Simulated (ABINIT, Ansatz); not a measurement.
# Quasiparticle gap of MoF6 (Im-3m) in ABINIT, part 3 of 3

Aim: the G0W0 gap of MoF6 (Im-3m) on LDA, step by step.

ABINIT 10.8.3; LDA and many-body steps on it, plane waves. Known limits of the many-body steps: not at the basis limit; no spin-orbit coupling; coarse k mesh.

So far. Step 4 (Empty states on the mesh, 2×2×2 mesh, 98 bands): On this mesh the gap is 4.294 eV. Step 5 (Screening, 2×2×2 mesh, 90 bands, screening to 98 eV): Local fields lower ε∞ by 31 %. On a Γ-centred mesh this coarse the value itself is usually too large, while a short band sum pulls it down.

### Step 6. Self-energy, 2×2×2 mesh, 90 bands, screening to 98 eV

The self-energy is evaluated for the states that the input lists, and the levels follow from it, in one-shot runs by the linearised quasiparticle equation.

This step: G0W0 on LDA, plane waves, norm-conserving pseudopotentials.

run.abi reads:

```
acell 3*1.0 Angstrom
rprim 
  -3.167343216100 3.167343216100 3.167343216100
  3.167343216100 -3.167343216100 3.167343216100
  3.167343216100 3.167343216100 -3.167343216100
ntypat 2
znucl 42 9
natom 7
typat 1 2 2 2 2 2 2
xred 
  0.000000000000 0.000000000000 0.000000000000
  0.710671220000 0.710671220000 0.000000000000
  0.289328780000 0.289328780000 0.000000000000
  0.000000000000 0.289328780000 0.289328780000
  0.000000000000 0.710671220000 0.710671220000
  0.710671220000 0.000000000000 0.710671220000
  0.289328780000 0.000000000000 0.289328780000
pp_dirpath "pseudos"
pseudos "Mo.upf, F.upf"
ecut 36
ngkpt 2 2 2
nshiftk 1
shiftk 0 0 0
kptopt 1
chksymbreak 0
istwfk *1
occopt 1
irdwfk 1
optdriver 4
nband 90
gwcalctyp 0
ecutsigx 36
symsigma 1
nkptgw 2
kptgw 
  0.0000000000 0.0000000000 0.0000000000
  0.5000000000 0.0000000000 0.0000000000
bdgw 
  26 31
  27 30
ecuteps 3.6
irdscr 1
ppmodel 1
indata_prefix "in"
outdata_prefix "out"
tmpdata_prefix "tmp"
```

Run with:

```
> OMP_NUM_THREADS=1 mpirun -n 4 abinit run.abi > log
```

Numbers of over 12 decimals in the logs are rounded to 6 here.

Output:

```text
.Version 10.8.3 of ABINIT. v10.8.2 released Aug 2026.

 Symmetries : space group Im -3 m (#229); Bravais cI (body-center cubic)
[... echo of the input left out ...]
== DATASET  1 ==================================================================
-   mpi_nproc: 4, omp_nthreads: 1 (-1 if OMP is not activated)

--- !DatasetInfo
iteration_state: {dtset: 1, }
dimensions: {natom: 7, nkpt: 3, mband: 90, nsppol: 1, nspinor: 1, nspden: 1, mpw: 8992, }
cutoff_energies: {ecut:  36.0, pawecutdg:  -1.0, }
electrons: {nelect:   5.60000000E+01, charge:   0.00000000E+00, occopt:   1.00000000E+00, tsmear:   1.00000000E-02, }

 SIGMA: Calculation of the GW corrections

 Based on a program developped by R.W. Godby, V. Olevano, G. Onida, and L. Reining.
 Incorporated in ABINIT by V. Olevano, G.-M. Rignanese, and M. Torrent.
.Using double precision arithmetic ; gwpc =  8

[... cell and pseudopotentials left out ...]
--------------------------------------------------------------------------------

 ==== K-mesh for the wavefunctions ====
 Number of points in the irreducible wedge :     3
[... list of points left out ...]
 Together with 48 symmetry operations and time-reversal symmetry
 yields     8 points in the full Brillouin Zone.

 ==== Q-mesh for screening function ====
 Number of points in the irreducible wedge :     3
[... list of points left out ...]
 Together with 48 symmetry operations and time-reversal symmetry
 yields     8 points in the full Brillouin Zone.

 vcoul_init : cutoff-mode = AUXILIARY_FUNCTION
 q-points for optical limit:   1
     1)      0.000010    0.000020    0.000030
 setmesh: FFT mesh size selected  =    45x   45x   45
          total number of points  =        91125

 Number of electrons calculated from density =   56.0000; Expected =   56.0000
 average of density, n =  0.065290
 r_s =    1.5406
 omega_plasma =   24.6478 [eV]

 === KS Band Gaps ===
  >>>> For spin  1
   Minimum direct gap =   4.3739 [eV], located at k-point      :   0.5000  0.0000  0.0000
   Fundamental gap    =   4.2937 [eV], Top of valence bands at :   0.0000  0.0000  0.0000
                                       Bottom of conduction at :   0.5000  0.0000  0.0000
 SIGMA fundamental parameters:
 PLASMON POLE MODEL  1
 number of plane-waves for SigmaX                 8781
 number of plane-waves for SigmaC and W            321
 number of plane-waves for wavefunctions          8781
 number of bands                                    90
 number of independent spin polarizations            1
 number of spinorial components                      1
 number of k-points in IBZ                           3
 number of q-points in IBZ                           3
 number of symmetry operations                      48
 number of k-points in BZ                            8
 number of q-points in BZ                            8
 number of frequencies for dSigma/dE                 9
 frequency step for dSigma/dE [eV]                0.25
 number of omega for Sigma on real axis              0
 max omega for Sigma on real axis  [eV]           0.00
 zcut for avoiding poles [eV]                     0.10

 EPSILON^-1 parameters (SCR file):
 dimension of the eps^-1 matrix on file            321
 dimension of the eps^-1 matrix used               321
 number of plane-waves for wavefunctions          8781
 number of bands                                    90
 number of q-points in IBZ                           3
 number of frequencies                               2
 number of real frequencies                          1
 number of imag frequencies                          1

 matrix elements of self-energy operator (all in [eV])

 Perturbative Calculation

--- !SelfEnergy_ee
iteration_state: {dtset: 1, }
kpoint     : [   0.000,    0.000,    0.000, ]
spin       : 1
KS_gap     :    4.409
QP_gap     :    9.018
Delta_QP_KS:    4.609
data: !SigmaeeData |
     Band     E0 <VxcDFT>   SigX SigC(E0)      Z dSigC/dE  Sig(E)    E-E0       E
       26  -4.388 -22.745 -29.804   5.388   0.771  -0.298 -24.032  -1.288  -5.675
       27  -4.388 -22.745 -29.804   5.388   0.771  -0.298 -24.032  -1.288  -5.675
       28  -4.388 -22.745 -29.804   5.388   0.771  -0.298 -24.032  -1.288  -5.675
       29   0.022 -20.820 -15.337  -1.506   0.835  -0.198 -17.499   3.321   3.343
       30   0.022 -20.820 -15.337  -1.506   0.835  -0.198 -17.499   3.321   3.343
       31   0.022 -20.820 -15.337  -1.506   0.835  -0.198 -17.499   3.321   3.343

--- !SelfEnergy_ee
iteration_state: {dtset: 1, }
kpoint     : [   0.500,    0.000,    0.000, ]
spin       : 1
KS_gap     :    4.374
QP_gap     :    8.968
Delta_QP_KS:    4.594
data: !SigmaeeData |
     Band     E0 <VxcDFT>   SigX SigC(E0)      Z dSigC/dE  Sig(E)    E-E0       E
       27  -4.486 -22.514 -29.573   5.368   0.771  -0.297 -23.817  -1.303  -5.789
       28  -4.468 -22.582 -29.653   5.383   0.770  -0.298 -23.882  -1.300  -5.768
       29  -0.094 -20.416 -14.915  -1.565   0.837  -0.195 -17.121   3.294   3.200
       30  -0.093 -20.407 -14.915  -1.565   0.837  -0.195 -17.120   3.287   3.193

== END DATASET(S) ==============================================================
================================================================================

 -outvars: echo values of variables after computation  --------
           etotal      0.0000000000E+00
            nband          90
             nkpt           3
          spgroup         229
 [... the other variables as echoed above ...]

 Calculation completed.
```

Wall time 6.8 s (4 MPI ranks of Arm Neoverse V2, shared host); peak memory 0.91 GiB.

Numbers from this step:

```yaml
g0w0_gap_on_the_points_computed: 8.868 eV
starting_gap_on_the_mesh: 4.294 eV
k_of_the_valence_top: 0, 0, 0
k_of_the_conduction_bottom: 0.5, 0, 0
z_at_the_valence_top: 0.771
z_at_the_conduction_bottom: 0.837
least_direct_g0w0_gap_on_the_computed_points: 8.961 eV
```

The gap on the mesh goes from 4.29 eV to 8.87 eV, a correction of +4.57 eV.

Limits: finite bands, cutoff and mesh; no spin-orbit coupling; coarse k mesh. v1 is the top filled band, c1 the lowest empty one. The levels before and after the correction (eV, zero at the valence-band top of each column):

```csv
,conduction bottom,valence top
Kohn-Sham,4.29,0.00
G0W0,8.87,0.00
```

```csv
,level,energy (eV)
Kohn-Sham,Γ v3-v1,0.000
Kohn-Sham,Γ c1-c3,4.409
Kohn-Sham,(0.5 0 0) v2,-0.099
Kohn-Sham,(0.5 0 0) v1,-0.080
Kohn-Sham,(0.5 0 0) c1,4.294
Kohn-Sham,(0.5 0 0) c2,4.294
G0W0,Γ v3-v1,0.000
G0W0,Γ c1-c3,9.018
G0W0,(0.5 0 0) v2,-0.114
G0W0,(0.5 0 0) v1,-0.093
G0W0,(0.5 0 0) c1,8.875
G0W0,(0.5 0 0) c2,8.868
```

### Step 7. Where the time went

Times are wall times on 4 MPI ranks of Arm Neoverse V2, shared host, good to a factor of about two.

```csv
step,time,share,memory (GiB)
ground state,72 s,43 %,0.51
bands along the symmetry lines,49 s,29 %,0.45
empty states on the mesh,27 s,16 %,0.38
screening,14 s,8 %,1.0
self-energy,6.8 s,4 %,0.91
```

### Step 8. What came out

```yaml
lda_gap: 4.27 eV, indirect
g0w0_gap_on_the_mesh: 8.87 eV
g0w0_gap_over_the_zone_rigid_shift: 8.85 eV
gw_settings: 2×2×2 mesh, 90 bands, screening to 98 eV, Godby-Needs plasmon pole
known_limits: not at the basis limit; no spin-orbit coupling; coarse k mesh
```

**Reading.** G0W0 moves the gap on the mesh from 4.29 eV to 8.87 eV (+4.57 eV), with Z of 0.77 and 0.84 at the edges. The mesh misses the band edges by 0.02 eV in all; a rigid shift gives 8.85 eV for the zone. Local fields lower the RPA ε∞ on this mesh from 2.86 to 1.97; a Γ-centred mesh this coarse tends to raise both, most where the direct gap is narrow, while a short band sum lowers them. Only 2 of the mesh's irreducible points were corrected, so a valley elsewhere could overtake. Bands and cutoff are finite, so the gap is not at the basis limit. The miss can reach some tenths of an eV and take either sign; the mesh is an error of its own. In the G0W0 run levels were corrected at 2 k points alone, so a gap called «on the mesh» is the least over those, and an edge elsewhere would be missed. The 2×2×2 mesh is coarse for this cell, which bears on the long-range parts of exchange and screening. The many-body steps are scalar-relativistic: spin-orbit coupling is not in them.

[Paths, hosts, dates, memory and timing lines, banners, echoed tables and standing remarks are left out of the program output.]

[Logs are printed without paths, hosts, clocks, repeated set-up lines and the standing remarks that a program may print on its own settings, such as how far it seeks lower states.]

[Runs of the session that timed out or met a known fault of the program may be left out.]

[Hosts, paths, dates, database ids (printed as entryN), source tags and the programs' standing remarks are cut or masked in the printed files.]

[G0W0 gaps are taken among the corrected bands and points alone; a level outside them can change the order at an edge.]

[Where Ansatz stands beside ABINIT at settings called matched, ABINIT's density can come from a denser mesh and the files from another edition; pairs whose starting gaps differed by over 0.03 eV were left out, so agreement reads better than it is.]
